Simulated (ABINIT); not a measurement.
# BiH3 (Pm-3m): phonons by linear response, part 3 of 4

How does BiH3 (Pm-3m) vibrate, and is this structure a minimum?

ABINIT 10.8.3; DFT PBEsol, scalar-relativistic, plane waves, PseudoDojo norm-conserving pseudopotentials.

So far. Step 5 (Relaxation): The volume changes by -1.0 % in this run and stands -30.5 % from the first cell. Step 7 (Zone-centre response): The acoustic modes at Γ come out as far as 1.9 cm⁻¹ from zero, where they should vanish, a small numerical error. The lowest optical mode is imaginary, 1490i cm⁻¹, an instability at this level and on this k mesh. The relaxed cell has a = 4.175 Å (conventional setting).

The structure was built from a prototype and need not be the compound's stable phase.

## 8. Zone-centre analysis

anaddb reads the merged derivatives and imposes the acoustic sum rule.

anaddb.abi reads:

```
ddb_filepath "gamma_DDB"
output_file "anaddb.abo"
outdata_prefix "anaddb"
asr 1
chneut 1
enunit 2
eivec 1
nph1l 1
qph1l 0.0 0.0 0.0 1.0
```

mrgddb.in reads:

```
gamma_DDB
merged
2
dfpt_gammao_DDB
gso_DDB
```

Launch:

```bash
$ mrgddb < mrgddb.in > mrgddb.log
$ OMP_NUM_THREADS=1 anaddb anaddb.abi > anaddb.log
```

Numbers of over 12 decimals in the logs are rounded to 6 here.

anaddb.abo, the main output file:

```text
-outvars_anaddb: echo values of input variables ----------------------

 Miscellaneous information :
      enunit         2
       eivec         1
         asr         1
 First list of wavevector (reduced coord.) :
       nph1l         1
       qph1l
                     0.00000000E+00  0.00000000E+00  0.00000000E+00    1.000E+00

================================================================================

 read the DDB information and perform some checks

  ==== Info on the Cryst% object ====
 Real(R)+Recip(G) space primitive vectors, cartesian coordinates (Bohr,Bohr^-1):
 R(1)=  7.8895307  0.0000000  0.0000000  G(1)=  0.1267503  0.0000000  0.0000000
 R(2)=  0.0000000  7.8895307  0.0000000  G(2)=  0.0000000  0.1267503  0.0000000
 R(3)=  0.0000000  0.0000000  7.8895307  G(3)=  0.0000000  0.0000000  0.1267503
 Unit cell volume ucvol=  4.9108143E+02 bohr^3
 Angles (23,13,12)=  9.00000000E+01  9.00000000E+01  9.00000000E+01 degrees
 Time-reversal symmetry is present
 Reduced atomic positions [iatom, xred, symbol]:
    1)    0.0000000  0.0000000  0.0000000  Bi
    2)    0.5000000  0.0000000  0.0000000   H
    3)    0.0000000  0.5000000  0.0000000   H
    4)    0.0000000  0.0000000  0.5000000   H

 DDB file with 3 blocks has been read.

================================================================================

 Treat the first list of vectors

  Phonon wavevector (reduced coordinates) :  0.00000  0.00000  0.00000
 Phonon energies in Hartree :
  -6.788535E-03 -6.788535E-03 -6.788535E-03  0.000000E+00  0.000000E+00
   0.000000E+00  1.848369E-03  1.848369E-03  1.848369E-03  2.044808E-03
   2.044808E-03  2.044808E-03
 Phonon energies in meV     :
- -1.847255E+02 -1.847255E+02 -1.847255E+02  0.000000E+00  0.000000E+00
-  0.000000E+00  5.029668E+01  5.029668E+01  5.029668E+01  5.564205E+01
-  5.564205E+01  5.564205E+01
 Phonon frequencies in cm-1    :
- -1.489911E+03 -1.489911E+03 -1.489911E+03  0.000000E+00  0.000000E+00
-  0.000000E+00  4.056701E+02  4.056701E+02  4.056701E+02  4.487834E+02
-  4.487834E+02  4.487834E+02
 Phonon frequencies in Thz     :
- -4.466642E+01 -4.466642E+01 -4.466642E+01  0.000000E+00  0.000000E+00
-  0.000000E+00  1.216168E+01  1.216168E+01  1.216168E+01  1.345419E+01
-  1.345419E+01  1.345419E+01
 Phonon energies in Kelvin  :
- -2.143650E+03 -2.143650E+03 -2.143650E+03  0.000000E+00  0.000000E+00
-  0.000000E+00  5.836687E+02  5.836687E+02  5.836687E+02  6.456992E+02
-  6.456992E+02  6.456992E+02

 Eigendisplacements
 (will be given, for each mode : in cartesian coordinates
   for each atom the real part of the displacement vector,
   then the imaginary part of the displacement vector - absolute values smaller than 1.0d-7 are set to zero)
  Mode number    1   Energy   -6.788535E-03
 Attention : low frequency mode.
   (Could be unstable or acoustic mode)
-  1  1.10131829E-04  0.00000000E+00  0.00000000E+00
-     0.00000000E+00  0.00000000E+00  0.00000000E+00
-  2 -2.32733168E-02  0.00000000E+00  0.00000000E+00
-     0.00000000E+00  0.00000000E+00  0.00000000E+00
-  3  2.19613919E-04 -1.12709753E-07  0.00000000E+00
-     0.00000000E+00  0.00000000E+00  0.00000000E+00
-  4  2.19613919E-04  0.00000000E+00  0.00000000E+00
-     0.00000000E+00  0.00000000E+00  0.00000000E+00
  Mode number    2   Energy   -6.788535E-03
 Attention : low frequency mode.
   (Could be unstable or acoustic mode)
-  1  0.00000000E+00 -1.10131829E-04  0.00000000E+00
-     0.00000000E+00  0.00000000E+00  0.00000000E+00
-  2 -1.12709753E-07 -2.19613919E-04  0.00000000E+00
-     0.00000000E+00  0.00000000E+00  0.00000000E+00
-  3  0.00000000E+00  2.32733168E-02  0.00000000E+00
-     0.00000000E+00  0.00000000E+00  0.00000000E+00
-  4  0.00000000E+00 -2.19613919E-04  0.00000000E+00
-     0.00000000E+00  0.00000000E+00  0.00000000E+00
  Mode number    3   Energy   -6.788535E-03
 Attention : low frequency mode.
   (Could be unstable or acoustic mode)
-  1  0.00000000E+00  0.00000000E+00  1.10131829E-04
-     0.00000000E+00  0.00000000E+00  0.00000000E+00
-  2  0.00000000E+00  0.00000000E+00  2.19613919E-04
-     0.00000000E+00  0.00000000E+00  0.00000000E+00
-  3  0.00000000E+00  0.00000000E+00  2.19613919E-04
-     0.00000000E+00  0.00000000E+00  0.00000000E+00
-  4  0.00000000E+00  0.00000000E+00 -2.32733168E-02
-     0.00000000E+00  0.00000000E+00  0.00000000E+00
  Mode number    4   Energy    0.000000E+00
 Attention : low frequency mode.
   (Could be unstable or acoustic mode)
-  1  0.00000000E+00  0.00000000E+00  1.60859875E-03
-     0.00000000E+00  0.00000000E+00  0.00000000E+00
-  2  0.00000000E+00  0.00000000E+00  1.60859876E-03
-     0.00000000E+00  0.00000000E+00  0.00000000E+00
-  3  0.00000000E+00  0.00000000E+00  1.60859876E-03
-     0.00000000E+00  0.00000000E+00  0.00000000E+00
-  4  0.00000000E+00  0.00000000E+00  1.60859866E-03
-     0.00000000E+00  0.00000000E+00  0.00000000E+00
  Mode number    5   Energy    0.000000E+00
 Attention : low frequency mode.
   (Could be unstable or acoustic mode)
-  1  0.00000000E+00 -1.60859875E-03  0.00000000E+00
-     0.00000000E+00  0.00000000E+00  0.00000000E+00
-  2  0.00000000E+00 -1.60859876E-03  0.00000000E+00
-     0.00000000E+00  0.00000000E+00  0.00000000E+00
-  3  0.00000000E+00 -1.60859866E-03  0.00000000E+00
-     0.00000000E+00  0.00000000E+00  0.00000000E+00
-  4  0.00000000E+00 -1.60859876E-03  0.00000000E+00
-     0.00000000E+00  0.00000000E+00  0.00000000E+00
  Mode number    6   Energy    0.000000E+00
 Attention : low frequency mode.
   (Could be unstable or acoustic mode)
-  1  1.60859875E-03  0.00000000E+00  0.00000000E+00
-     0.00000000E+00  0.00000000E+00  0.00000000E+00
-  2  1.60859866E-03  0.00000000E+00  0.00000000E+00
-     0.00000000E+00  0.00000000E+00  0.00000000E+00
-  3  1.60859876E-03  0.00000000E+00  0.00000000E+00
-     0.00000000E+00  0.00000000E+00  0.00000000E+00
-  4  1.60859876E-03  0.00000000E+00  0.00000000E+00
-     0.00000000E+00  0.00000000E+00  0.00000000E+00
  Mode number    7   Energy    1.848369E-03
-  1  0.00000000E+00  0.00000000E+00  0.00000000E+00
-     0.00000000E+00  0.00000000E+00  0.00000000E+00
-  2  0.00000000E+00  9.25102909E-06  1.64963379E-02
-     0.00000000E+00  0.00000000E+00  0.00000000E+00
-  3 -2.54193786E-07  0.00000000E+00 -1.64963379E-02
-     0.00000000E+00  0.00000000E+00  0.00000000E+00
-  4  2.54193786E-07 -9.25102909E-06  0.00000000E+00
-     0.00000000E+00  0.00000000E+00  0.00000000E+00
  Mode number    8   Energy    1.848369E-03
-  1  0.00000000E+00  0.00000000E+00  0.00000000E+00
-     0.00000000E+00  0.00000000E+00  0.00000000E+00
-  2  0.00000000E+00  1.64963378E-02 -9.25104071E-06
-     0.00000000E+00  0.00000000E+00  0.00000000E+00
-  3 -7.54686268E-07  0.00000000E+00  9.25104071E-06
-     0.00000000E+00  0.00000000E+00  0.00000000E+00
-  4  7.54686268E-07 -1.64963378E-02  0.00000000E+00
-     0.00000000E+00  0.00000000E+00  0.00000000E+00
  Mode number    9   Energy    1.848369E-03
-  1  0.00000000E+00  0.00000000E+00  0.00000000E+00
-     0.00000000E+00  0.00000000E+00  0.00000000E+00
-  2  0.00000000E+00  7.54828699E-07  2.53770523E-07
-     0.00000000E+00  0.00000000E+00  0.00000000E+00
-  3  1.64963404E-02  0.00000000E+00 -2.53770523E-07
-     0.00000000E+00  0.00000000E+00  0.00000000E+00
-  4 -1.64963404E-02 -7.54828699E-07  0.00000000E+00
-     0.00000000E+00  0.00000000E+00  0.00000000E+00
  Mode number   10   Energy    2.044808E-03
-  1  0.00000000E+00  0.00000000E+00  1.59096971E-04
-     0.00000000E+00  0.00000000E+00  0.00000000E+00
-  2  0.00000000E+00  0.00000000E+00 -1.64162550E-02
-     0.00000000E+00  0.00000000E+00  0.00000000E+00
-  3  0.00000000E+00  0.00000000E+00 -1.64162550E-02
-     0.00000000E+00  0.00000000E+00  0.00000000E+00
-  4  0.00000000E+00  0.00000000E+00 -1.53722911E-04
-     0.00000000E+00  0.00000000E+00  0.00000000E+00
  Mode number   11   Energy    2.044808E-03
-  1  0.00000000E+00  1.59096956E-04  0.00000000E+00
-     0.00000000E+00  0.00000000E+00  0.00000000E+00
-  2  0.00000000E+00 -1.64162535E-02  0.00000000E+00
-     0.00000000E+00  0.00000000E+00  0.00000000E+00
-  3 -6.96015698E-06 -1.53722897E-04  0.00000000E+00
-     0.00000000E+00  0.00000000E+00  0.00000000E+00
-  4 -6.96015698E-06 -1.64162535E-02  0.00000000E+00
-     0.00000000E+00  0.00000000E+00  0.00000000E+00
  Mode number   12   Energy    2.044808E-03
-  1  1.59096956E-04  0.00000000E+00  0.00000000E+00
-     0.00000000E+00  0.00000000E+00  0.00000000E+00
-  2 -1.53722897E-04  6.96015698E-06  0.00000000E+00
-     0.00000000E+00  0.00000000E+00  0.00000000E+00
-  3 -1.64162535E-02  0.00000000E+00  0.00000000E+00
-     0.00000000E+00  0.00000000E+00  0.00000000E+00
-  4 -1.64162535E-02  6.96015698E-06  0.00000000E+00
-     0.00000000E+00  0.00000000E+00  0.00000000E+00

 Analysis of degeneracies and characters (maximum tolerance=1.00E-06 a.u.)
 For each vibration mode, or group of modes if degenerate,
 the characters are given for each symmetry operation (see the list in the log file).
 Symmetry characters of vibration mode #   1
       degenerate with vibration modes #   2 to    3
  3.0 -3.0 -1.0  1.0 -1.0  1.0 -1.0  1.0  1.0 -1.0 -1.0  1.0  1.0 -1.0 -1.0  1.0
  0.0 -0.0  0.0 -0.0 -0.0  0.0 -0.0  0.0  1.0 -1.0 -1.0  1.0 -1.0  1.0  1.0 -1.0
  0.0 -0.0 -0.0  0.0 -0.0  0.0  0.0 -0.0  1.0 -1.0  1.0 -1.0 -1.0  1.0 -1.0  1.0
 Symmetry characters of vibration mode #   4
       degenerate with vibration modes #   5 to    6
  3.0 -3.0 -1.0  1.0 -1.0  1.0 -1.0  1.0  1.0 -1.0 -1.0  1.0  1.0 -1.0 -1.0  1.0
  0.0 -0.0  0.0 -0.0 -0.0  0.0 -0.0  0.0  1.0 -1.0 -1.0  1.0 -1.0  1.0  1.0 -1.0
  0.0 -0.0 -0.0  0.0 -0.0  0.0  0.0 -0.0  1.0 -1.0  1.0 -1.0 -1.0  1.0 -1.0  1.0
 Symmetry characters of vibration mode #   7
       degenerate with vibration modes #   8 to    9
  3.0 -3.0 -1.0  1.0 -1.0  1.0 -1.0  1.0 -1.0  1.0  1.0 -1.0 -1.0  1.0  1.0 -1.0
  0.0 -0.0 -0.0  0.0 -0.0  0.0  0.0 -0.0 -1.0  1.0  1.0 -1.0  1.0 -1.0 -1.0  1.0
  0.0 -0.0 -0.0  0.0  0.0 -0.0 -0.0  0.0 -1.0  1.0 -1.0  1.0  1.0 -1.0  1.0 -1.0
 Symmetry characters of vibration mode #  10
       degenerate with vibration modes #  11 to   12
  3.0 -3.0 -1.0  1.0 -1.0  1.0 -1.0  1.0  1.0 -1.0 -1.0  1.0  1.0 -1.0 -1.0  1.0
 -0.0  0.0 -0.0  0.0  0.0 -0.0  0.0 -0.0  1.0 -1.0 -1.0  1.0 -1.0  1.0  1.0 -1.0
 -0.0  0.0  0.0 -0.0  0.0 -0.0 -0.0  0.0  1.0 -1.0  1.0 -1.0 -1.0  1.0 -1.0  1.0
-
```

Wall time 0.52 s (1 thread of Arm Neoverse V2, shared host).

No LO-TO term; unit eigenvectors of the mass-weighted matrix, from anaddb's displacements. The modes at Γ (shares of kinetic energy by element, %) (negative means imaginary):

| mode | frequency (cm⁻¹) | symmetry | Bi % | H % |
| --- | --- | --- | --- | --- |
| 1 | -1489.9 | T1u | 0 | 100 |
| 2 | -1489.9 | T1u | 0 | 100 |
| 3 | -1489.9 | T1u | 0 | 100 |
| 4 | 0.0 | acoustic | 99 | 1 |
| 5 | 0.0 | acoustic | 99 | 1 |
| 6 | 0.0 | acoustic | 99 | 1 |
| 7 | 405.7 | T2u | 0 | 100 |
| 8 | 405.7 | T2u | 0 | 100 |
| 9 | 405.7 | T2u | 0 | 100 |
| 10 | 448.8 | T1u | 1 | 99 |
| 11 | 448.8 | T1u | 1 | 99 |
| 12 | 448.8 | T1u | 1 | 99 |

Displacements in mode 3 (-1489.9 cm⁻¹), the largest set to 1:
```
Bi1  0.00  0.00  0.00
H2   0.00  0.00  0.01
H3   0.00  0.00  0.01
H4   0.00  0.00 -1.00
```

Displacements in mode 10 (448.8 cm⁻¹), the largest set to 1:
```
Bi1  0.00  0.00  0.01
H2   0.00  0.00 -1.00
H3   0.00  0.00 -1.00
H4   0.00  0.00 -0.01
```

The rule moves no optical mode by more than 0.1 cm⁻¹.

## 9. Linear response on the mesh

Linear response treats each wavevector in the unit cell, with no supercell; the 2×2×2 mesh fixes the range of the force constants to be had.

dfpt_q.abi reads:

```
ndtset 3

# wavevectors
qpt1 0.5 0.0 0.0
qpt2 0.5 0.5 0.0
qpt3 0.5 0.5 0.5

# displacements
getwfk_filepath "gso_WFK"
getwfq_filepath "gso_WFK"
kptopt 3
nqpt 1
rfphon 1
rfatpol 1 4
rfdir 1 1 1
tolvrs 1.0d-10
prtwf 0

# basis, mesh and filling
ecut 32.0
ngkpt 6 6 6
nshiftk 1
shiftk 0.0 0.0 0.0
istwfk *1
occopt 7
tsmear 0.01
nband 15
nstep 100
diemac 1000000.0
prtebands 0
prtgsr 0
useylm 1

# cell and atoms
acell 3*1.0 Angstrom
rprim 
    4.174959859 0.0 0.0
    0.0 4.174959859 0.0
    0.0 0.0 4.174959859
ntypat 2
znucl 83 1
natom 4
typat 1 2 2 2
xred 
    0.0 0.0 0.0
    0.5 0.0 0.0
    0.0 0.5 0.0
    0.0 0.0 0.5
pp_dirpath "./pseudo"
pseudos "Bi.upf, H.upf"
```

Launch:

```bash
$ OMP_NUM_THREADS=1 mpirun -n 4 abinit dfpt_q.abi > dfpt_q.log
```

dfpt_q.abo, the main output file:

```text
[banners, grids, parts of the stress and lines that vanish by symmetry left out]
- input  file    -> dfpt_q.abi
- output file    -> dfpt_q.abo
- root for input  files -> dfpt_qi
[...]
DATASET    1 : space group Pm -3 m (#221); Bravais cP (primitive cubic)
[...]
nfft =       91125          nkpt =         216
[...]
DATASET    2 : space group Pm -3 m (#221); Bravais cP (primitive cubic)
[...]
nfft =       91125          nkpt =         216
[...]
DATASET    3 : space group Pm -3 m (#221); Bravais cP (primitive cubic)
[...]
nfft =       91125          nkpt =         216
[...]
== DATASET  1 ==================================================================
[...]
cutoff_energies: {ecut:  32.0, pawecutdg:  -1.0, }
[...]
Perturbation : displacement of atom   1   along direction   1
[...]
-ETOT  1   12.294086586601     -1.546E+04 2.289E+01 3.986E+04
 ETOT  2   6.938855     -5.355E+00 1.371E-02 6.716E+02
 ETOT  3   6.910228     -2.863E-02 8.360E-04 1.560E+03
 ETOT  4   6.837201     -7.303E-02 1.384E-04 3.086E+02
 ETOT  5   6.828088     -9.113E-03 1.497E-04 9.568E+01
[...]
At SCF step   14       vres2   =  7.17E-12 < tolvrs=  1.00E-10 =>converged.
[...]
Perturbation : displacement of atom   1   along direction   2
[...]
-ETOT  1 -0.953063     -1.506E+04 2.285E+01 8.034E+02
[...]
At SCF step   14       vres2   =  8.71E-12 < tolvrs=  1.00E-10 =>converged.
[...]
Perturbation : displacement of atom   2   along direction   1
[...]
-ETOT  1   5.100630     -6.198E+01 8.739E-01 5.171E+03
[...]
At SCF step   13       vres2   =  2.88E-12 < tolvrs=  1.00E-10 =>converged.
[...]
Perturbation : displacement of atom   2   along direction   2
[...]
-ETOT  1  0.559703     -5.911E+01 2.216E-01 1.814E+03
[...]
At SCF step   12       vres2   =  3.03E-12 < tolvrs=  1.00E-10 =>converged.
[...]
Perturbation : displacement of atom   3   along direction   1
[...]
-ETOT  1  0.587325     -6.093E+01 2.278E-01 7.134E+03
[...]
Perturbation : displacement of atom   3   along direction   2
[...]
-ETOT  1  -5.134366     -7.037E+01 6.363E-01 1.706E+03
[...]
Perturbation : displacement of atom   3   along direction   3
[...]
-ETOT  1  0.511568     -5.916E+01 2.381E-01 2.194E+03
[...]
Phonon wavevector (reduced coordinates) :  0.50000  0.00000  0.00000
 Phonon energies in Hartree :
[...]
Phonon frequencies in cm-1    :
- -1.542549E+03 -1.542549E+03  2.896835E+01  2.896835E+01  9.679048E+01
-  3.201516E+02  3.349951E+02  4.135852E+02  4.135852E+02  4.262332E+02
-  4.262332E+02  1.391408E+03
[...]
== DATASET  2 ==================================================================
[...]
cutoff_energies: {ecut:  32.0, pawecutdg:  -1.0, }
[...]
Perturbation : displacement of atom   1   along direction   1
[...]
-ETOT  1   10.747542697714     -1.527E+04 2.288E+01 1.086E+04
[...]
Perturbation : displacement of atom   1   along direction   3
[...]
-ETOT  1 -0.687957     -1.505E+04 2.285E+01 7.960E+02
[...]
Perturbation : displacement of atom   2   along direction   1
[...]
-ETOT  1   5.089085     -6.110E+01 7.400E-01 3.587E+03
[...]
Perturbation : displacement of atom   2   along direction   2
[...]
-ETOT  1  0.726102     -5.990E+01 2.382E-01 3.392E+03
[...]
Perturbation : displacement of atom   2   along direction   3
[...]
-ETOT  1  0.541759     -5.907E+01 2.422E-01 2.268E+03
[...]
Perturbation : displacement of atom   4   along direction   1
[...]
-ETOT  1  0.442079     -6.018E+01 1.517E-01 3.060E+03
[...]
Perturbation : displacement of atom   4   along direction   3
[...]
-ETOT  1  -5.010884     -7.018E+01 7.244E-01 1.353E+03
[...]
Phonon wavevector (reduced coordinates) :  0.50000  0.50000  0.00000
 Phonon energies in Hartree :
[...]
Phonon frequencies in cm-1    :
- -1.522413E+03  4.157252E+01  1.063326E+02  1.063326E+02  1.528739E+02
-  3.071611E+02  3.071611E+02  4.206983E+02  4.206983E+02  6.559019E+02
-  1.349661E+03  1.445348E+03
[...]
== DATASET  3 ==================================================================
[...]
cutoff_energies: {ecut:  32.0, pawecutdg:  -1.0, }
[...]
Perturbation : displacement of atom   1   along direction   1
[...]
-ETOT  1   10.154419568234     -1.519E+04 2.293E+01 5.823E+03
[...]
Perturbation : displacement of atom   2   along direction   1
[...]
-ETOT  1   5.042423     -6.081E+01 5.519E-01 2.732E+03
[...]
At SCF step   11       vres2   =  5.49E-11 < tolvrs=  1.00E-10 =>converged.
[...]
Perturbation : displacement of atom   2   along direction   2
[...]
-ETOT  1  0.689437     -5.960E+01 2.597E-01 2.310E+03
[...]
ETOT 10  0.531922      2.920E-12 6.708E-12 1.113E-10
 ETOT 11  0.531922     -9.450E-13 8.974E-14 8.336E-12
 At SCF step   11       vres2   =  8.34E-12 < tolvrs=  1.00E-10 =>converged.
[...]
Phonon wavevector (reduced coordinates) :  0.50000  0.50000  0.50000
 Phonon energies in Hartree :
[...]
Phonon frequencies in cm-1    :
-  1.137287E+02  1.137287E+02  1.137287E+02  1.475981E+02  1.475981E+02
-  1.475981E+02  6.529075E+02  6.529075E+02  6.529075E+02  1.267959E+03
-  1.462532E+03  1.462532E+03
[...]
strten2     0.0000000000E+00  0.0000000000E+00  0.0000000000E+00
           strten3     0.0000000000E+00  0.0000000000E+00  0.0000000000E+00
================================================================================
```

Run time: 20 min. Hardware: 4 MPI ranks.

Read from the output:

```
lowest mode on the q mesh (acoustic ones at the zone centre apart) : -1543 cm⁻¹
```

Frequencies (cm⁻¹) before the sum rule at the irreducible wavevectors but Γ, which is solved apart; negative means imaginary. Frequencies by wavevector:

| q (fractions) | star | mode 1 | mode 2 | mode 3 | mode 4 | mode 10 | mode 11 | mode 12 |
| --- | --- | --- | --- | --- | --- | --- | --- | --- |
| 0.5 0 0 | 3 | -1543 | -1543 | 28.97 | 28.97 | 426.2 | 426.2 | 1391 |
| 0.5 0.5 0 | 3 | -1522 | 41.57 | 106.3 | 106.3 | 655.9 | 1350 | 1445 |
| 0.5 0.5 0.5 | 1 | 113.7 | 113.7 | 113.7 | 147.6 | 1268 | 1463 | 1463 |

(Continued in part 4 of 4.)

[Host names and launcher messages were left out of these logs when they were recorded.]

[Logs are printed without paths, hosts, clocks, repeated set-up lines and the standing remarks that a program may print on its own settings, such as how far it seeks lower states.]

[Hosts, paths, dates, database ids (printed as entryN), source tags and the programs' standing remarks are cut or masked in the printed files.]
